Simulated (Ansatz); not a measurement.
# Elastic response of amorphous Si0.9Ge0.1 (122 atoms): runs compared

Aim: relax amorphous Si0.9Ge0.1 (122 atoms), then change its volume to read the bulk modulus from the stress.

Computed with Ansatz 0.2.0: Kohn-Sham DFT, revPBE, PAW (set soft_1), plane waves.

## (1) The cell as built

The cell holds 122 atoms: 110 Si and 12 Ge. Its edges and angles: a = 13.617 Å, b = 13.617 Å, c = 13.617 Å, α = 90.0°, β = 90.0°, γ = 90.0°. 122 atoms (110 Si, 12 Ge) placed at random at 2.6 g/cm³, melted at 3500 K for 10 ps at fixed volume with the Tersoff potential (Tersoff, Phys. Rev. B 39, 5566 (1989)). Quenched from 3100 K to 500 K at 200 K/ps and fixed volume, annealed at 1200 K for 50 ps, held 5 ps.

What the set-up can't give: The quench rate of 200 K/ps far exceeds what a furnace or splat quench reaches, so expect more defects and frozen-in strain than in a real sample. The starting topology of bonds comes from the classical model, and needn't be the one that DFT or experiment would give. The Brillouin zone is sampled at Γ only.

## (2) The reference run

The reference is a single point at the end of the relaxation.

Every strained cell starts from the geometry of this run, and its atoms are relaxed with the cell held.

Its input, with most atom lines left out:

```yaml
crystal:
  lattice:
    - [13.82163, -0.03052, -0.1194]
    - [-0.03052, 14.02468, 0.24788]
    - [-0.1194, 0.24788, 13.2866]
  atoms:
    - { symbol: Si, position: [0.58777, 0.53331, 0.04735] }
    - { symbol: Si, position: [0.95878, 0.31216, 0.25878] }
    - { symbol: Si, position: [0.50814, 0.71886, 0.49439] }
    - { symbol: Si, position: [0.26927, 0.77081, 0.64026] }
    - { symbol: Si, position: [0.66202, 0.41189, 0.62318] }
    - { symbol: Si, position: [0.61423, 0.92608, 0.31475] }
    - { symbol: Si, position: [0.15275, 0.65735, 0.27599] }
    [... atom lines 8 to 122 left out ...]
kpoints:
  mp_grid: { grid: [1, 1, 1] }
hamiltonian:
  xc: revpbe
  pseudopotentials: { kind: paw, azcp: { folder: soft_1 } }
scf:
  occupations: { method: gaussian, width: 0.025 }
output:
  forces: true
  stress: true
  populations: intrinsic
  dos:
    method: { smearing: { sigma: 0.08 } }
    de: 0.1
    projected: { site_lists: { Ge: [Ge], Si: [Si] } }
  eigenvalues: true
  write_density: true
  write_potential: true
  volumetric_format: npy
```

- free energy per atom: -997.8810 eV/atom
- r.m.s. force component: 0.00692 eV/Å
- pressure: 0.007423 GPa

The highest filled and lowest empty levels lie only 0.12 eV apart (at Γ alone), which on so few k-points needn't be a gap.

## (3) The runs

Each row is one run, on 4 threads of Arm Neoverse V1, shared host. The free energy is the program's total, comparable only between runs with the same functional, potentials and atoms.

```tsv
run	atoms	outcome	ionic steps, all passes	free energy (eV)	time	host memory (GiB)
Single point at the start	122	converged	-	-121730.830	42 s	3.0
Cell and atoms relaxed	122	converged	37	-121741.487	19 min	3.0
Single point at the relaxed geometry	122	converged	-	-121741.487	67 s	3.1
Volume -3 %	122	converged	4	-121741.005	2.7 min	3.1
Volume +3 %	122	converged	3	-121741.049	2 min	3.2
Volume -6 %	122	converged	6	-121739.504	4 min	3.0
Volume +6 %	122	converged	8	-121739.873	6.2 min	3.3
Volume -10 %	122	converged	18	-121737.268	11 min	2.9
```

In some runs the program notes that the SCF threshold is loose for the stress.

## (4) Pressure against volume

Atoms are relaxed at each volume, in the scaled cell.

```tsv
volume change (%)	volume (Å³/atom)	energy change (meV/atom)	pressure (GPa)	largest move on relaxing (Å)	bonds
-10	18.992	34.58	6.93	1.55	259
-6	19.836	16.25	4.22	0.29	255
-3	20.469	3.95	2.03	0.11	253
+0	21.102	0.00	0.01	-	252
+3	21.735	3.59	-1.79	0.07	252
+6	22.368	13.22	-3.19	0.48	249
```

## (5) What came out

The bulk modulus, from the slope of pressure against ln V over the three points nearest the relaxed volume, is 63.7 GPa; between neighbouring points the slope runs 62, 70, 66, 61 and 49 GPa from the smallest volume up, without a steady fall, so no pressure derivative is given. The count of bonds runs from 249 to 259 over the series, so at some points contacts cross the cutoffs. At -10 % some atom moved by over 0.5 Å on relaxing, so that point may sit in another local minimum.

**Limits.** Strains are finite and relaxations stop at the force tolerance of the input, which can leave moduli too stiff; they are those of a static cell at zero temperature. Volumes are changed with the cell's shape held, so in an anisotropic solid the modulus lies over the one under free hydrostatic load. The program notes that the SCF threshold of the relaxations is loose for the stress.

The DFT runs together took 47 min of wall time.

[Logs are printed without paths, hosts, clocks, repeated set-up lines and the standing remarks that a program may print on its own settings, such as how far it seeks lower states.]

[Hosts, paths, dates, database ids (printed as entryN), source tags and the programs' standing remarks are cut or masked in the printed files.]
